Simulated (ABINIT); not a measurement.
# Beyond one shot: LiF (Griceite)

Wanted: G0W0 and self-consistent gaps of LiF (Griceite), with the cost of the cycles.

Program: ABINIT 10.8.3. Level of theory: LDA and many-body steps on it, plane waves. Results are calculated unless marked as measured.

This is a report of a sequence of runs, with most program output left out.

### Step 1. Starting point

The structure is cubic, space group Fm-3m (No. 225). The conventional cell has a = 4.028 Å, b = 4.028 Å, c = 4.028 Å, α = 90.00°, β = 90.00°, γ = 90.00°. Nearest to Li lie 6 F at 2.01 Å. Nearest to F lie 6 Li at 2.01 Å. Farther neighbours and most contacts between anions are not listed.

The cell and positions come from the Crystallography Open Database and are kept as given unless a step says otherwise.

### Step 2. Empty states on the mesh, 6×6×6 mesh, 21 bands

This step: ABINIT 10.8.3; DFT, LDA, plane waves, norm-conserving pseudopotentials.

The sums over transitions need many empty states on a uniform mesh; this step solves for them.

run.abi reads:

```
acell 3*1.0 Angstrom
rprim 
  0.000000000000 2.014000000000 2.014000000000
  2.014000000000 0.000000000000 2.014000000000
  2.014000000000 2.014000000000 -0.000000000000
ntypat 2
znucl 3 9
natom 2
typat 1 2
xred 
  0.000000000000 0.000000000000 0.000000000000
  0.500000000000 0.500000000000 0.500000000000
pp_dirpath "pseudos"
pseudos "Li.upf, F.upf"
ecut 36
ngkpt 6 6 6
nshiftk 1
shiftk 0 0 0
kptopt 1
chksymbreak 0
iscf -2
irdden 1
istwfk *1
nband 21
nbdbuf 4
tolwfr 1e-09
nstep 60
prtvol 0
indata_prefix "in"
outdata_prefix "out"
tmpdata_prefix "tmp"
```

The run is started by

```sh
$ OMP_NUM_THREADS=1 mpirun -n 4 abinit run.abi > log
```

Elapsed: 2.3 s, on 4 MPI ranks of Arm Neoverse V2, shared host; peak memory 0.07 GiB.

Numbers from this step:

| Quantity | Value |
| --- | --- |
| gap | 8.864 eV |
| k of the valence top | 0, 0, 0 |
| k of the conduction bottom | 0, 0, 0 |
| least direct gap | 8.864 eV |
| k points computed | 16 |
| lowest point of the top converged band, above the valence top | 42.34 eV |

On this mesh the gap is 8.864 eV.

The density comes from a self-consistent run that is not shown.

### Step 3. Screening, 6×6×6 mesh, 17 bands, screening to 108.8 eV

The RPA dielectric matrix is built and inverted for each q.

This step: RPA screening on LDA, plane waves, norm-conserving pseudopotentials.

Edit run.abi of step 2 so:

```diff
@@ -20,10 +20,11 @@
 chksymbreak 0
-iscf -2
-irdden 1
 istwfk *1
-nband 21
-nbdbuf 4
-tolwfr 1e-09
-nstep 60
-prtvol 0
+occopt 1
+irdwfk 1
+optdriver 3
+nband 17
+ecuteps 4
+inclvkb 2
+awtr 1
+symchi 1
 indata_prefix "in"
```

Elapsed: 2.9 s, on 4 MPI ranks; peak memory 0.09 GiB; 11 s of CPU time.

This step gave:

```yaml
eps_infinity_with_local_fields_on_this_mesh_along_the_program_s_q_direction: 2.010
the_same_without_local_fields: 2.087
plasma_frequency: 29.05 eV
plane_waves_in_the_screening_matrix: 51
```

Local fields lower ε∞ by 4 %.

### Step 4. G0W0

The self-energy is evaluated for the states that the input lists, and the levels follow from it, in one-shot runs by the linearised quasiparticle equation.

This step: G0W0 on LDA, plane waves, norm-conserving pseudopotentials.

Edit run.abi of step 3 so:

```diff
@@ -23,8 +23,15 @@
 irdwfk 1
-optdriver 3
+optdriver 4
 nband 17
+gwcalctyp 0
+ecutsigx 36
+symsigma 1
+nkptgw 1
+kptgw 
+  0.0000000000 0.0000000000 0.0000000000
+bdgw 
+  3 9
 ecuteps 4
-inclvkb 2
-awtr 1
-symchi 1
+irdscr 1
+ppmodel 1
 indata_prefix "in"
```

Run time: 1.7 s. Hardware: 4 MPI ranks; peak memory 0.12 GiB; 6.6 s of CPU time.

This step gave:

```yaml
g0w0_gap_on_the_points_computed: 13.65 eV
starting_gap_on_the_mesh: 8.864 eV
k_of_the_valence_top: 0, 0, 0
k_of_the_conduction_bottom: 0, 0, 0
z_at_the_valence_top: 0.827
z_at_the_conduction_bottom: 0.891
least_direct_g0w0_gap_on_the_computed_points: 13.65 eV
```

The gap on the mesh goes from 8.86 eV to 13.65 eV, a correction of +4.78 eV.

### Step 5. QSGW, cycle 1

This step: QSGW on LDA, plane waves, norm-conserving pseudopotentials.

Edit run.abi of step 4 so:

```diff
@@ -25,10 +25,40 @@
 nband 17
-gwcalctyp 0
+gwcalctyp 28
 ecutsigx 36
-symsigma 1
-nkptgw 1
+symsigma 0
+nkptgw 16
 kptgw 
   0.0000000000 0.0000000000 0.0000000000
+  0.1666666667 0.0000000000 0.0000000000
+  0.3333333333 0.0000000000 0.0000000000
+  0.5000000000 0.0000000000 0.0000000000
+  0.1666666667 0.1666666667 0.0000000000
+  0.3333333333 0.1666666667 0.0000000000
+  0.5000000000 0.1666666667 0.0000000000
+  -0.3333333333 0.1666666667 0.0000000000
+  -0.1666666667 0.1666666667 0.0000000000
+  0.3333333333 0.3333333333 0.0000000000
+  0.5000000000 0.3333333333 0.0000000000
+  -0.3333333333 0.3333333333 0.0000000000
+  0.5000000000 0.5000000000 0.0000000000
+  0.5000000000 0.3333333333 0.1666666667
+  -0.3333333333 0.3333333333 0.1666666667
+  -0.3333333333 0.5000000000 0.1666666667
 bdgw 
-  3 9
+  1 12
+  1 12
+  1 12
+  1 12
+  1 12
+  1 12
+  1 12
+  1 12
+  1 12
+  1 12
+  1 12
+  1 12
+  1 12
+  1 12
+  1 12
+  1 12
 ecuteps 4
```

Wall time 33 s (4 MPI ranks); peak memory 0.72 GiB; 2.2 min of CPU time.

Numbers from this step:

```yaml
quasiparticle_gap_on_the_mesh: 14.46 eV
gap_of_the_density_functional_on_the_mesh: 8.864 eV
k_of_the_valence_top: 0, 0, 0
k_of_the_conduction_bottom: 0, 0, 0
z_at_the_valence_top: 1
z_at_the_conduction_bottom: 1
least_direct_quasiparticle_gap_on_the_computed_points: 14.46 eV
```

Against G0W0 in ABINIT (6×6×6 mesh, 17 bands, screening to 108.8 eV, Godby-Needs plasmon pole), the gap moves by +0.810 eV.

### Step 6. Screening, 6×6×6 mesh, 17 bands, screening to 108.8 eV

This step: RPA screening on LDA, plane waves, norm-conserving pseudopotentials.

run.abi reads:

```
acell 3*1.0 Angstrom
rprim 
  0.000000000000 2.014000000000 2.014000000000
  2.014000000000 0.000000000000 2.014000000000
  2.014000000000 2.014000000000 -0.000000000000
ntypat 2
znucl 3 9
natom 2
typat 1 2
xred 
  0.000000000000 0.000000000000 0.000000000000
  0.500000000000 0.500000000000 0.500000000000
pp_dirpath "pseudos"
pseudos "Li.upf, F.upf"
ecut 36
ngkpt 6 6 6
nshiftk 1
shiftk 0 0 0
kptopt 1
chksymbreak 0
istwfk *1
occopt 1
irdwfk 1
optdriver 3
nband 17
ecuteps 4
inclvkb 2
awtr 1
symchi 1
gwcalctyp 28
mbpt_sciss 6.202 eV
nqptdm 1
qptdm 
  0 0 0
indata_prefix "in"
outdata_prefix "out"
tmpdata_prefix "tmp"
```

It took 1.7 s on 4 MPI ranks; peak memory 0.09 GiB.

Numbers from this step:

```yaml
eps_infinity_with_local_fields_on_this_mesh_along_the_program_s_q_direction: 1.738
the_same_without_local_fields: 1.785
plasma_frequency: 29.05 eV
plane_waves_in_the_screening_matrix: 51
```

This screening uses the functional's bands under a rigid shift, the mean opening of the cycle before.

### Step 7. Screening, 6×6×6 mesh, 17 bands, screening to 108.8 eV

This step: RPA screening on LDA from quasiparticle energies and orbitals, plane waves, norm-conserving pseudopotentials.

Edit run.abi of step 6 so:

```diff
@@ -29,7 +29,21 @@
 symchi 1
+irdqps 1
 gwcalctyp 28
-mbpt_sciss 6.202 eV
-nqptdm 1
+nqptdm 15
 qptdm 
-  0 0 0
+  0.1666666667 0.0000000000 0.0000000000
+  0.3333333333 0.0000000000 0.0000000000
+  0.5000000000 0.0000000000 0.0000000000
+  0.1666666667 0.1666666667 0.0000000000
+  0.3333333333 0.1666666667 0.0000000000
+  0.5000000000 0.1666666667 0.0000000000
+  -0.3333333333 0.1666666667 0.0000000000
+  -0.1666666667 0.1666666667 0.0000000000
+  0.3333333333 0.3333333333 0.0000000000
+  0.5000000000 0.3333333333 0.0000000000
+  -0.3333333333 0.3333333333 0.0000000000
+  0.5000000000 0.5000000000 0.0000000000
+  0.5000000000 0.3333333333 0.1666666667
+  -0.3333333333 0.3333333333 0.1666666667
+  -0.3333333333 0.5000000000 0.1666666667
 indata_prefix "in"
```

mrgscr.stdin reads:

```
2
merged
q0_SCR
out_SCR
1
```

The run is started by

```sh
$ OMP_NUM_THREADS=1 mpirun -n 4 abinit run.abi > log; mrgscr < mrgscr.stdin
```

Elapsed: 2.9 s, on 4 MPI ranks; peak memory 0.09 GiB.

Numbers from this step:

```yaml
plasma_frequency: 29.05 eV
plane_waves_in_the_screening_matrix: 51
```

This screening reads the quasiparticle levels of the cycle before.

### Step 8. QSGW, cycle 2

The corrected levels of the last cycle go back in.

This step: QSGW on LDA, plane waves, norm-conserving pseudopotentials.

Edit run.abi of step 7 so:

```diff
@@ -23,12 +23,10 @@
 irdwfk 1
-optdriver 3
+optdriver 4
 nband 17
-ecuteps 4
-inclvkb 2
-awtr 1
-symchi 1
-irdqps 1
 gwcalctyp 28
-nqptdm 15
-qptdm 
+ecutsigx 36
+symsigma 0
+nkptgw 16
+kptgw 
+  0.0000000000 0.0000000000 0.0000000000
   0.1666666667 0.0000000000 0.0000000000
@@ -48,2 +46,23 @@
   -0.3333333333 0.5000000000 0.1666666667
+bdgw 
+  1 12
+  1 12
+  1 12
+  1 12
+  1 12
+  1 12
+  1 12
+  1 12
+  1 12
+  1 12
+  1 12
+  1 12
+  1 12
+  1 12
+  1 12
+  1 12
+ecuteps 4
+irdscr 1
+ppmodel 1
+irdqps 1
 indata_prefix "in"
```

The run is started by

```sh
$ OMP_NUM_THREADS=1 mpirun -n 4 abinit run.abi > log
```

Run time: 33 s. Hardware: 4 MPI ranks; peak memory 0.72 GiB; 2.2 min of CPU time.

Numbers from this step:

* quasiparticle gap on the mesh: 15.52 eV
* gap of the density functional on the mesh: 8.864 eV
* k of the valence top: 0, 0, 0
* k of the conduction bottom: 0, 0, 0
* least direct quasiparticle gap on the computed points: 15.52 eV

Against the cycle before, the gap moves by +1.065 eV.

### Step 9. Screening, 6×6×6 mesh, 17 bands, screening to 108.8 eV

This step: RPA screening on LDA, plane waves, norm-conserving pseudopotentials.

run.abi reads:

```
acell 3*1.0 Angstrom
rprim 
  0.000000000000 2.014000000000 2.014000000000
  2.014000000000 0.000000000000 2.014000000000
  2.014000000000 2.014000000000 -0.000000000000
ntypat 2
znucl 3 9
natom 2
typat 1 2
xred 
  0.000000000000 0.000000000000 0.000000000000
  0.500000000000 0.500000000000 0.500000000000
pp_dirpath "pseudos"
pseudos "Li.upf, F.upf"
ecut 36
ngkpt 6 6 6
nshiftk 1
shiftk 0 0 0
kptopt 1
chksymbreak 0
istwfk *1
occopt 1
irdwfk 1
optdriver 3
nband 17
ecuteps 4
inclvkb 2
awtr 1
symchi 1
gwcalctyp 28
mbpt_sciss 7.273 eV
nqptdm 1
qptdm 
  0 0 0
indata_prefix "in"
outdata_prefix "out"
tmpdata_prefix "tmp"
```

Run time: 1.7 s. Hardware: 4 MPI ranks; peak memory 0.09 GiB.

This step gave:

```
ε∞ with local fields, on this mesh, along the program's q direction : 1.707
the same without local fields                                       : 1.750
plasma frequency                                                    : 29.05 eV
plane waves in the screening matrix                                 : 51
```

This screening uses the functional's bands under a rigid shift, the mean opening of the cycle before.

### Step 10. Screening, 6×6×6 mesh, 17 bands, screening to 108.8 eV

This step: RPA screening on LDA from quasiparticle energies and orbitals, plane waves, norm-conserving pseudopotentials.

Edit run.abi of step 9 so:

```diff
@@ -29,7 +29,21 @@
 symchi 1
+irdqps 1
 gwcalctyp 28
-mbpt_sciss 7.273 eV
-nqptdm 1
+nqptdm 15
 qptdm 
-  0 0 0
+  0.1666666667 0.0000000000 0.0000000000
+  0.3333333333 0.0000000000 0.0000000000
+  0.5000000000 0.0000000000 0.0000000000
+  0.1666666667 0.1666666667 0.0000000000
+  0.3333333333 0.1666666667 0.0000000000
+  0.5000000000 0.1666666667 0.0000000000
+  -0.3333333333 0.1666666667 0.0000000000
+  -0.1666666667 0.1666666667 0.0000000000
+  0.3333333333 0.3333333333 0.0000000000
+  0.5000000000 0.3333333333 0.0000000000
+  -0.3333333333 0.3333333333 0.0000000000
+  0.5000000000 0.5000000000 0.0000000000
+  0.5000000000 0.3333333333 0.1666666667
+  -0.3333333333 0.3333333333 0.1666666667
+  -0.3333333333 0.5000000000 0.1666666667
 indata_prefix "in"
```

mrgscr.stdin is that of step 7.

The run is started by

```sh
$ OMP_NUM_THREADS=1 mpirun -n 4 abinit run.abi > log; mrgscr < mrgscr.stdin
```

Run time: 2.9 s. Hardware: 4 MPI ranks; peak memory 0.09 GiB; 11 s of CPU time.

Numbers from this step:

```
plasma frequency                    : 29.05 eV
plane waves in the screening matrix : 51
```

This screening reads the quasiparticle levels of the cycle before.

### Step 11. QSGW, cycle 3

This step: QSGW on LDA, plane waves, norm-conserving pseudopotentials.

Edit run.abi of step 10 so:

```diff
@@ -23,12 +23,10 @@
 irdwfk 1
-optdriver 3
+optdriver 4
 nband 17
-ecuteps 4
-inclvkb 2
-awtr 1
-symchi 1
-irdqps 1
 gwcalctyp 28
-nqptdm 15
-qptdm 
+ecutsigx 36
+symsigma 0
+nkptgw 16
+kptgw 
+  0.0000000000 0.0000000000 0.0000000000
   0.1666666667 0.0000000000 0.0000000000
@@ -48,2 +46,23 @@
   -0.3333333333 0.5000000000 0.1666666667
+bdgw 
+  1 12
+  1 12
+  1 12
+  1 12
+  1 12
+  1 12
+  1 12
+  1 12
+  1 12
+  1 12
+  1 12
+  1 12
+  1 12
+  1 12
+  1 12
+  1 12
+ecuteps 4
+irdscr 1
+ppmodel 1
+irdqps 1
 indata_prefix "in"
```

The run is started by

```sh
$ OMP_NUM_THREADS=1 mpirun -n 4 abinit run.abi > log
```

Elapsed: 33 s, on 4 MPI ranks; peak memory 0.72 GiB.

This step gave:

- quasiparticle gap on the mesh: 15.59 eV
- gap of the density functional on the mesh: 8.864 eV
- k of the valence top: 0, 0, 0
- k of the conduction bottom: 0, 0, 0
- least direct quasiparticle gap on the computed points: 15.59 eV

Against the cycle before, the gap moves by +0.064 eV.

### Step 12. Screening, 6×6×6 mesh, 17 bands, screening to 108.8 eV

This step: RPA screening on LDA, plane waves, norm-conserving pseudopotentials.

run.abi reads:

```
acell 3*1.0 Angstrom
rprim 
  0.000000000000 2.014000000000 2.014000000000
  2.014000000000 0.000000000000 2.014000000000
  2.014000000000 2.014000000000 -0.000000000000
ntypat 2
znucl 3 9
natom 2
typat 1 2
xred 
  0.000000000000 0.000000000000 0.000000000000
  0.500000000000 0.500000000000 0.500000000000
pp_dirpath "pseudos"
pseudos "Li.upf, F.upf"
ecut 36
ngkpt 6 6 6
nshiftk 1
shiftk 0 0 0
kptopt 1
chksymbreak 0
istwfk *1
occopt 1
irdwfk 1
optdriver 3
nband 17
ecuteps 4
inclvkb 2
awtr 1
symchi 1
gwcalctyp 28
mbpt_sciss 7.351 eV
nqptdm 1
qptdm 
  0 0 0
indata_prefix "in"
outdata_prefix "out"
tmpdata_prefix "tmp"
```

Elapsed: 1.6 s, on 4 MPI ranks; peak memory 0.09 GiB.

Numbers from this step:

```yaml
eps_infinity_with_local_fields_on_this_mesh_along_the_program_s_q_direction: 1.705
the_same_without_local_fields: 1.748
plasma_frequency: 29.05 eV
plane_waves_in_the_screening_matrix: 51
```

This screening uses the functional's bands under a rigid shift, the mean opening of the cycle before.

### Step 13. Screening, 6×6×6 mesh, 17 bands, screening to 108.8 eV

This step: RPA screening on LDA from quasiparticle energies and orbitals, plane waves, norm-conserving pseudopotentials.

Edit run.abi of step 12 so:

```diff
@@ -29,7 +29,21 @@
 symchi 1
+irdqps 1
 gwcalctyp 28
-mbpt_sciss 7.351 eV
-nqptdm 1
+nqptdm 15
 qptdm 
-  0 0 0
+  0.1666666667 0.0000000000 0.0000000000
+  0.3333333333 0.0000000000 0.0000000000
+  0.5000000000 0.0000000000 0.0000000000
+  0.1666666667 0.1666666667 0.0000000000
+  0.3333333333 0.1666666667 0.0000000000
+  0.5000000000 0.1666666667 0.0000000000
+  -0.3333333333 0.1666666667 0.0000000000
+  -0.1666666667 0.1666666667 0.0000000000
+  0.3333333333 0.3333333333 0.0000000000
+  0.5000000000 0.3333333333 0.0000000000
+  -0.3333333333 0.3333333333 0.0000000000
+  0.5000000000 0.5000000000 0.0000000000
+  0.5000000000 0.3333333333 0.1666666667
+  -0.3333333333 0.3333333333 0.1666666667
+  -0.3333333333 0.5000000000 0.1666666667
 indata_prefix "in"
```

mrgscr.stdin is that of step 10.

The run is started by

```sh
$ OMP_NUM_THREADS=1 mpirun -n 4 abinit run.abi > log; mrgscr < mrgscr.stdin
```

It took 2.8 s on 4 MPI ranks; peak memory 0.09 GiB.

Numbers from this step:

```yaml
plasma_frequency: 29.05 eV
plane_waves_in_the_screening_matrix: 51
```

This screening reads the quasiparticle levels of the cycle before.

(Continued in part 2 of 2.)

[Paths, hosts, dates, memory and timing lines, banners, echoed tables and standing remarks are left out of the program output.]

[Logs are printed without paths, hosts, clocks, repeated set-up lines and the standing remarks that a program may print on its own settings, such as how far it seeks lower states.]

[Runs of the session that timed out or met a known fault of the program may be left out.]

[Hosts, paths, dates, database ids (printed as entryN), source tags and the programs' standing remarks are cut or masked in the printed files.]

[G0W0 gaps are taken among the corrected bands and points alone; a level outside them can change the order at an edge.]

[Where Ansatz stands beside ABINIT at settings called matched, ABINIT's density can come from a denser mesh and the files from another edition; pairs whose starting gaps differed by over 0.03 eV were left out, so agreement reads better than it is.]
